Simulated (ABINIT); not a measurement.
# AlGaN2 (P3m1): G0W0 in ABINIT against the bands in the self-energy

Aim: move the bands in the self-energy of a G0W0 run on AlGaN2 (P3m1) over a wide range.

Program: ABINIT 10.8.3. Level of theory: LDA and many-body steps on it, plane waves. Results are calculated unless marked as measured.

## Step 1: The structure

Symmetry: P3m1, No. 156, trigonal system. Conventional cell: a = 3.145 Å, b = 3.145 Å, c = 5.097 Å, α = 90.00°, β = 90.00°, γ = 120.00°. Al has 4 N at 1.89 to 1.90 Å nearest. Nearest to Ga lie 4 N at 1.93 to 1.96 Å. Nearest to N lie 3 Al at 1.90 Å and 1 Ga at 1.96 Å. N has 1 Al at 1.89 Å and 3 Ga at 1.93 Å nearest. Farther neighbours and most contacts between anions are not listed.

The cell and positions are those that the Materials Project relaxed with its own functionals (PBE, PBE+U or r2SCAN), kept fixed.

## Step 2: Screening, 3×3×2 mesh, 83 bands, screening to 176.9 eV

This step: ABINIT 10.8.3; RPA screening on LDA, plane waves, norm-conserving pseudopotentials.

The RPA dielectric matrix is built and inverted for each q.

File run.abi:

```
acell 3*1.0 Angstrom
rprim 
  3.145282644058 -0.000000000015 0.000000000000
  -1.572641322016 2.723894671844 0.000000000000
  0.000000000000 0.000000000000 5.096893730000
ntypat 3
znucl 13 31 7
natom 4
typat 1 2 3 3
xred 
  0.000000000000 0.000000000000 0.999263770000
  0.666666666667 0.333333333333 0.497174210000
  0.666666666667 0.333333333333 0.111803640000
  0.000000000000 0.000000000000 0.628158390000
pp_dirpath "pseudos"
pseudos "Al.upf, Ga.upf, N.upf"
ecut 36
ngkpt 3 3 2
nshiftk 1
shiftk 0 0 0
kptopt 1
chksymbreak 0
istwfk *1
occopt 1
irdwfk 1
optdriver 3
nband 83
ecuteps 6.5
inclvkb 2
awtr 1
symchi 1
indata_prefix "in"
outdata_prefix "out"
tmpdata_prefix "tmp"
```

The run is started by

```sh
> OMP_NUM_THREADS=1 mpirun -n 4 abinit run.abi > log
```

What it wrote:

```text
.Version 10.8.3 of ABINIT. v10.8.2 released Aug 2026.

 Symmetries : space group P3 m 1 (#156); Bravais hP (primitive hexag.)
[... echo of the input left out ...]
== DATASET  1 ==================================================================
-   mpi_nproc: 4, omp_nthreads: 1 (-1 if OMP is not activated)

--- !DatasetInfo
iteration_state: {dtset: 1, }
dimensions: {natom: 4, nkpt: 6, mband: 83, nsppol: 1, nspinor: 1, nspden: 1, mpw: 3066, }
cutoff_energies: {ecut:  36.0, pawecutdg:  -1.0, }
electrons: {nelect:   2.60000000E+01, charge:   0.00000000E+00, occopt:   1.00000000E+00, tsmear:   1.00000000E-02, }

 SCREENING: Calculation of the susceptibility and dielectric matrices

 Based on a program developped by R.W. Godby, V. Olevano, G. Onida, and L. Reining.
 Incorporated in ABINIT by V. Olevano, G.-M. Rignanese, and M. Torrent.
.Using double precision arithmetic ; gwpc =  8

[... cell and pseudopotentials left out ...]
--------------------------------------------------------------------------------

 ==== K-mesh for the wavefunctions ====
 Number of points in the irreducible wedge :     6
[... list of points left out ...]
 Together with  6 symmetry operations and time-reversal symmetry
 yields    18 points in the full Brillouin Zone.

 ==== Q-mesh for the screening function ====
 Number of points in the irreducible wedge :     6
[... list of points left out ...]
 Together with  6 symmetry operations and time-reversal symmetry
 yields    18 points in the full Brillouin Zone.

 setmesh: FFT mesh size selected  =    20x   20x   40
          total number of points  =        16000

 vcoul_init : cutoff-mode = AUXILIARY_FUNCTION
 q-points for optical limit:   1
     1)      0.000010    0.000020    0.000030

- screening: taking advantage of time-reversal symmetry
- Maximum band index for partially occupied states nbvw = 13
- Remaining bands to be divided among processors   nbcw = 70
- Number of bands treated by each node ~17

 Number of electrons calculated from density =   26.0000; Expected =   26.0000
 average of density, n =  0.088231
 r_s =    1.3935
 omega_plasma =   28.6527 [eV]

 calculating chi0 at frequencies [eV] :
  1    0.000000E+00    0.000000E+00
  2    0.000000E+00    2.865274E+01

--------------------------------------------------------------------------------
  q-point number  1        q = ( 0.000000, 0.000000, 0.000000) [r.l.u.]
--------------------------------------------------------------------------------
[... chi0 elements left out ...]
 For q-point:  0.000010 0.000020 0.000030
  dielectric constant =   6.4346
  dielectric constant without local fields =   7.0136

  Average fulfillment of the sum rule on Im[epsilon] for q-point    1 :     58.27  [%]
[... wings left out ...]
  q-point number  2        q = ( 0.333333, 0.000000, 0.000000) [r.l.u.]
--------------------------------------------------------------------------------
[... chi0 elements left out ...]
  Average fulfillment of the sum rule on Im[epsilon] for q-point    2 :     64.54  [%]

 [... 4 further q-points ...]
```

Elapsed: 9 s, on 4 MPI ranks of Arm Neoverse V2, shared host; peak memory 0.48 GiB.

Numbers from this step:

```
ε∞ with local fields, on this mesh, along the program's q direction : 6.435
the same without local fields                                       : 7.014
plasma frequency                                                    : 28.65 eV
plane waves in the screening matrix                                 : 245
```

Local fields lower ε∞ by 8 %. On a Γ-centred mesh this coarse the value itself is usually too large, while a short band sum pulls it down.

## Step 3: 21 bands

This step: G0W0 on LDA, plane waves, norm-conserving pseudopotentials.

Changes to run.abi since step 2:

```diff
@@ -25,8 +25,15 @@
 irdwfk 1
-optdriver 3
-nband 83
+optdriver 4
+nband 21
+gwcalctyp 0
+ecutsigx 36
+symsigma 1
+nkptgw 1
+kptgw 
+  0.0000000000 0.0000000000 0.0000000000
+bdgw 
+  12 15
 ecuteps 6.5
-inclvkb 2
-awtr 1
-symchi 1
+irdscr 1
+ppmodel 1
 indata_prefix "in"
```

What it wrote:

```text
.Version 10.8.3 of ABINIT. v10.8.2 released Aug 2026.

 Symmetries : space group P3 m 1 (#156); Bravais hP (primitive hexag.)
[... echo of the input left out ...]
== DATASET  1 ==================================================================
-   mpi_nproc: 4, omp_nthreads: 1 (-1 if OMP is not activated)

--- !DatasetInfo
iteration_state: {dtset: 1, }
dimensions: {natom: 4, nkpt: 6, mband: 21, nsppol: 1, nspinor: 1, nspden: 1, mpw: 3066, }
cutoff_energies: {ecut:  36.0, pawecutdg:  -1.0, }
electrons: {nelect:   2.60000000E+01, charge:   0.00000000E+00, occopt:   1.00000000E+00, tsmear:   1.00000000E-02, }

 SIGMA: Calculation of the GW corrections

 Based on a program developped by R.W. Godby, V. Olevano, G. Onida, and L. Reining.
 Incorporated in ABINIT by V. Olevano, G.-M. Rignanese, and M. Torrent.
.Using double precision arithmetic ; gwpc =  8

[... cell and pseudopotentials left out ...]
--------------------------------------------------------------------------------

 ==== K-mesh for the wavefunctions ====
 Number of points in the irreducible wedge :     6
[... list of points left out ...]
 Together with  6 symmetry operations and time-reversal symmetry
 yields    18 points in the full Brillouin Zone.

 ==== Q-mesh for screening function ====
 Number of points in the irreducible wedge :     6
[... list of points left out ...]
 Together with  6 symmetry operations and time-reversal symmetry
 yields    18 points in the full Brillouin Zone.

 vcoul_init : cutoff-mode = AUXILIARY_FUNCTION
 q-points for optical limit:   1
     1)      0.000010    0.000020    0.000030
 setmesh: FFT mesh size selected  =    27x   27x   54
          total number of points  =        39366

 Number of electrons calculated from density =   26.0000; Expected =   26.0000
 average of density, n =  0.088231
 r_s =    1.3935
 omega_plasma =   28.6527 [eV]

 === KS Band Gaps ===
  >>>> For spin  1
   Minimum direct gap =   2.9210 [eV], located at k-point      :   0.0000  0.0000  0.0000
   Fundamental gap    =   2.9210 [eV], Top of valence bands at :   0.0000  0.0000  0.0000
                                       Bottom of conduction at :   0.0000  0.0000  0.0000
 SIGMA fundamental parameters:
 PLASMON POLE MODEL  1
 number of plane-waves for SigmaX                 3027
 number of plane-waves for SigmaC and W            245
 number of plane-waves for wavefunctions          3027
 number of bands                                    21
 number of independent spin polarizations            1
 number of spinorial components                      1
 number of k-points in IBZ                           6
 number of q-points in IBZ                           6
 number of symmetry operations                       6
 number of k-points in BZ                           18
 number of q-points in BZ                           18
 number of frequencies for dSigma/dE                 9
 frequency step for dSigma/dE [eV]                0.25
 number of omega for Sigma on real axis              0
 max omega for Sigma on real axis  [eV]           0.00
 zcut for avoiding poles [eV]                     0.10

 EPSILON^-1 parameters (SCR file):
 dimension of the eps^-1 matrix on file            245
 dimension of the eps^-1 matrix used               245
 number of plane-waves for wavefunctions          3027
 number of bands                                    83
 number of q-points in IBZ                           6
 number of frequencies                               2
 number of real frequencies                          1
 number of imag frequencies                          1

 matrix elements of self-energy operator (all in [eV])

 Perturbative Calculation

--- !SelfEnergy_ee
iteration_state: {dtset: 1, }
kpoint     : [   0.000,    0.000,    0.000, ]
spin       : 1
KS_gap     :    2.921
QP_gap     :    3.779
Delta_QP_KS:    0.858
data: !SigmaeeData |
     Band     E0 <VxcDFT>   SigX SigC(E0)      Z dSigC/dE  Sig(E)    E-E0       E
       12   5.381 -17.816 -21.198   4.660   0.806  -0.241 -16.786   1.030   6.412
       13   5.381 -17.816 -21.198   4.660   0.806  -0.241 -16.786   1.030   6.412
       14   8.302 -13.907  -9.027  -2.602   0.829  -0.206 -12.018   1.889  10.191
       15  10.864 -12.213  -6.717  -2.846   0.848  -0.180  -9.967   2.247  13.111

== END DATASET(S) ==============================================================
================================================================================

 -outvars: echo values of variables after computation  --------
           etotal      0.0000000000E+00
            nband          21
             nkpt           6
          spgroup         156
 [... the other variables as echoed above ...]

 Calculation completed.
```

Wall time 3 s (4 MPI ranks); peak memory 0.23 GiB; 12 s of CPU time.

This step gave:

* G0W0 gap on the points computed: 3.779 eV
* starting gap on the mesh: 2.921 eV
* k of the valence top: 0, 0, 0
* k of the conduction bottom: 0, 0, 0
* Z at the valence top: 0.806
* Z at the conduction bottom: 0.829
* least direct G0W0 gap on the computed points: 3.779 eV

## Step 4: 30 bands

The self-energy is evaluated for the states that the input lists, and the levels follow from it, in one-shot runs by the linearised quasiparticle equation.

Changes to run.abi since step 3:

```diff
@@ -26,3 +26,3 @@
 optdriver 4
-nband 21
+nband 30
 gwcalctyp 0
```

What it wrote:

```text
.Version 10.8.3 of ABINIT. v10.8.2 released Aug 2026.

 Symmetries : space group P3 m 1 (#156); Bravais hP (primitive hexag.)
[... echo of the input left out ...]
== DATASET  1 ==================================================================
-   mpi_nproc: 4, omp_nthreads: 1 (-1 if OMP is not activated)

--- !DatasetInfo
iteration_state: {dtset: 1, }
dimensions: {natom: 4, nkpt: 6, mband: 30, nsppol: 1, nspinor: 1, nspden: 1, mpw: 3066, }
cutoff_energies: {ecut:  36.0, pawecutdg:  -1.0, }
electrons: {nelect:   2.60000000E+01, charge:   0.00000000E+00, occopt:   1.00000000E+00, tsmear:   1.00000000E-02, }

 SIGMA: Calculation of the GW corrections

 Based on a program developped by R.W. Godby, V. Olevano, G. Onida, and L. Reining.
 Incorporated in ABINIT by V. Olevano, G.-M. Rignanese, and M. Torrent.
.Using double precision arithmetic ; gwpc =  8

[... cell and pseudopotentials left out ...]
--------------------------------------------------------------------------------

 ==== K-mesh for the wavefunctions ====
 Number of points in the irreducible wedge :     6
[... list of points left out ...]
 Together with  6 symmetry operations and time-reversal symmetry
 yields    18 points in the full Brillouin Zone.

 ==== Q-mesh for screening function ====
 Number of points in the irreducible wedge :     6
[... list of points left out ...]
 Together with  6 symmetry operations and time-reversal symmetry
 yields    18 points in the full Brillouin Zone.

 vcoul_init : cutoff-mode = AUXILIARY_FUNCTION
 q-points for optical limit:   1
     1)      0.000010    0.000020    0.000030
 setmesh: FFT mesh size selected  =    27x   27x   54
          total number of points  =        39366

 Number of electrons calculated from density =   26.0000; Expected =   26.0000
[...]
number of k-points in IBZ                           6
 number of q-points in IBZ                           6
 number of symmetry operations                       6
 number of k-points in BZ                           18
 number of q-points in BZ                           18
 number of frequencies for dSigma/dE                 9
 frequency step for dSigma/dE [eV]                0.25
 number of omega for Sigma on real axis              0
 max omega for Sigma on real axis  [eV]           0.00
 zcut for avoiding poles [eV]                     0.10

 EPSILON^-1 parameters (SCR file):
 dimension of the eps^-1 matrix on file            245
 dimension of the eps^-1 matrix used               245
 number of plane-waves for wavefunctions          3027
 number of bands                                    83
 number of q-points in IBZ                           6
 number of frequencies                               2
 number of real frequencies                          1
 number of imag frequencies                          1

 matrix elements of self-energy operator (all in [eV])

 Perturbative Calculation

--- !SelfEnergy_ee
iteration_state: {dtset: 1, }
kpoint     : [   0.000,    0.000,    0.000, ]
spin       : 1
KS_gap     :    2.921
QP_gap     :    3.642
Delta_QP_KS:    0.721
data: !SigmaeeData |
     Band     E0 <VxcDFT>   SigX SigC(E0)      Z dSigC/dE  Sig(E)    E-E0       E
       12   5.381 -17.816 -21.198   4.287   0.801  -0.248 -17.091   0.725   6.106
       13   5.381 -17.816 -21.198   4.287   0.801  -0.248 -17.091   0.725   6.106
       14   8.302 -13.907  -9.027  -3.119   0.821  -0.218 -12.461   1.446   9.748
       15  10.864 -12.213  -6.717  -3.613   0.834  -0.198 -10.642   1.571  12.436

== END DATASET(S) ==============================================================
================================================================================

 -outvars: echo values of variables after computation  --------
           etotal      0.0000000000E+00
            nband          30
             nkpt           6
          spgroup         156
 [... the other variables as echoed above ...]

 Calculation completed.
```

Run time: 3.1 s. Hardware: 4 MPI ranks; peak memory 0.43 GiB.

This step gave:

| Item | Value |
| --- | --- |
| G0W0 gap on the points computed | 3.642 eV |
| starting gap on the mesh | 2.921 eV |
| k of the valence top | 0, 0, 0 |
| k of the conduction bottom | 0, 0, 0 |
| Z at the valence top | 0.801 |
| Z at the conduction bottom | 0.821 |
| least direct G0W0 gap on the computed points | 3.642 eV |

The gap on the mesh goes from 2.92 eV to 3.64 eV, a correction of +0.72 eV.

## Step 5: 54 bands

Changes to run.abi since step 4:

```diff
@@ -26,3 +26,3 @@
 optdriver 4
-nband 30
+nband 54
 gwcalctyp 0
```

What it wrote:

```text
.Version 10.8.3 of ABINIT. v10.8.2 released Aug 2026.

 Symmetries : space group P3 m 1 (#156); Bravais hP (primitive hexag.)
[... echo of the input left out ...]
== DATASET  1 ==================================================================
-   mpi_nproc: 4, omp_nthreads: 1 (-1 if OMP is not activated)

--- !DatasetInfo
iteration_state: {dtset: 1, }
dimensions: {natom: 4, nkpt: 6, mband: 54, nsppol: 1, nspinor: 1, nspden: 1, mpw: 3066, }
cutoff_energies: {ecut:  36.0, pawecutdg:  -1.0, }
[...]
13   5.381 -17.816 -21.198   3.683   0.795  -0.258 -17.577   0.239   5.620
       14   8.302 -13.907  -9.027  -3.548   0.817  -0.225 -12.819   1.087   9.389
       15  10.864 -12.213  -6.717  -4.107   0.829  -0.207 -11.063   1.151  12.015

== END DATASET(S) ==============================================================
================================================================================

 -outvars: echo values of variables after computation  --------
           etotal      0.0000000000E+00
            nband          54
             nkpt           6
          spgroup         156
 [... the other variables as echoed above ...]

 Calculation completed.
```

Wall time 3.5 s (4 MPI ranks); peak memory 0.44 GiB; 13 s of CPU time.

Numbers from this step:

```yaml
g0w0_gap_on_the_points_computed: 3.769 eV
starting_gap_on_the_mesh: 2.921 eV
k_of_the_valence_top: 0, 0, 0
k_of_the_conduction_bottom: 0, 0, 0
least_direct_g0w0_gap_on_the_computed_points: 3.769 eV
```

Against the run before, the gap moves by +0.127 eV.

## Step 6: 83 bands

Changes to run.abi since step 5:

```diff
@@ -26,3 +26,3 @@
 optdriver 4
-nband 54
+nband 83
 gwcalctyp 0
```

What it wrote:

```text
.Version 10.8.3 of ABINIT. v10.8.2 released Aug 2026.

 Symmetries : space group P3 m 1 (#156); Bravais hP (primitive hexag.)
[... echo of the input left out ...]
== DATASET  1 ==================================================================
-   mpi_nproc: 4, omp_nthreads: 1 (-1 if OMP is not activated)

--- !DatasetInfo
iteration_state: {dtset: 1, }
dimensions: {natom: 4, nkpt: 6, mband: 83, nsppol: 1, nspinor: 1, nspden: 1, mpw: 3066, }
cutoff_energies: {ecut:  36.0, pawecutdg:  -1.0, }
[...]
13   5.381 -17.816 -21.198   3.416   0.793  -0.260 -17.788   0.028   5.409
       14   8.302 -13.907  -9.027  -3.749   0.815  -0.227 -12.986   0.921   9.223
       15  10.864 -12.213  -6.717  -4.291   0.827  -0.209 -11.217   0.996  11.860

== END DATASET(S) ==============================================================
================================================================================

 -outvars: echo values of variables after computation  --------
           etotal      0.0000000000E+00
            nband          83
             nkpt           6
          spgroup         156
 [... the other variables as echoed above ...]

 Calculation completed.
```

The job ended after 3.9 s (4 MPI ranks; peak memory 0.45 GiB; 15 s of CPU time).

Numbers from this step:

* G0W0 gap on the points computed: 3.814 eV
* starting gap on the mesh: 2.921 eV
* k of the valence top: 0, 0, 0
* k of the conduction bottom: 0, 0, 0
* least direct G0W0 gap on the computed points: 3.814 eV

Against the run before, the gap moves by +0.045 eV.

## Step 7: Side by side

Times are wall times on 4 MPI ranks of Arm Neoverse V2, shared host, good to a factor of about two. A run's time includes the screening step that it read.

```tsv
run	mesh	bands	screening cutoff (eV)	DFT gap (eV)	gap on the mesh (eV)	direct (eV)	ε∞ used	time
21 bands	3×3×2	21	176.9	2.921	3.779	3.779	6.43	12 s
30 bands	3×3×2	30	176.9	2.921	3.642	3.642	6.43	12 s
54 bands	3×3×2	54	176.9	2.921	3.769	3.769	6.43	12 s
83 bands	3×3×2	83	176.9	2.921	3.814	3.814	6.43	13 s
```

## Step 8: What came out

| Quantity | Value |
| --- | --- |
| 21 bands | 3.779 eV |
| 30 bands | 3.642 eV |
| 54 bands | 3.769 eV |
| 83 bands | 3.814 eV |
| known limits | not at the basis limit; exchange with frozen shells missing; no spin-orbit coupling; coarse k mesh |

What this shows: The setting moved: bands in the self-energy. From 21 bands to 83 bands the gap moves by +0.04 eV, not steadily: it passes through 3.64 eV. The last step still moves it by +0.045 eV. Bands and screening cutoff are coupled, so a series along one setting does not show full convergence. Bands and cutoff are finite, so the gap is not at the basis limit. The miss can reach some tenths of an eV and take either sign; the mesh is an error of its own. In the G0W0 runs levels were corrected at 1 k point alone, so a gap called «on the mesh» is the least over those, and an edge elsewhere would be missed. The 3×3×2 mesh is coarse for this cell, which bears on the long-range parts of exchange and screening. The norm-conserving file of at least one element keeps a d shell over frozen s and p shells of the same row. Exchange with those shells is missing from the self-energy, an error of 0.3 to 0.9 eV in cases checked, whose sign depends on which edge lies on those atoms. The many-body steps are scalar-relativistic: spin-orbit coupling is not in them.

[Paths, hosts, dates, memory and timing lines, banners, echoed tables and standing remarks are left out of the program output.]

[Logs are printed without paths, hosts, clocks, repeated set-up lines and the standing remarks that a program may print on its own settings, such as how far it seeks lower states.]

[Runs of the session that timed out or met a known fault of the program may be left out.]

[Hosts, paths, dates, database ids (printed as entryN), source tags and the programs' standing remarks are cut or masked in the printed files.]

[G0W0 gaps are taken among the corrected bands and points alone; a level outside them can change the order at an edge.]

[Where Ansatz stands beside ABINIT at settings called matched, ABINIT's density can come from a denser mesh and the files from another edition; pairs whose starting gaps differed by over 0.03 eV were left out, so agreement reads better than it is.]
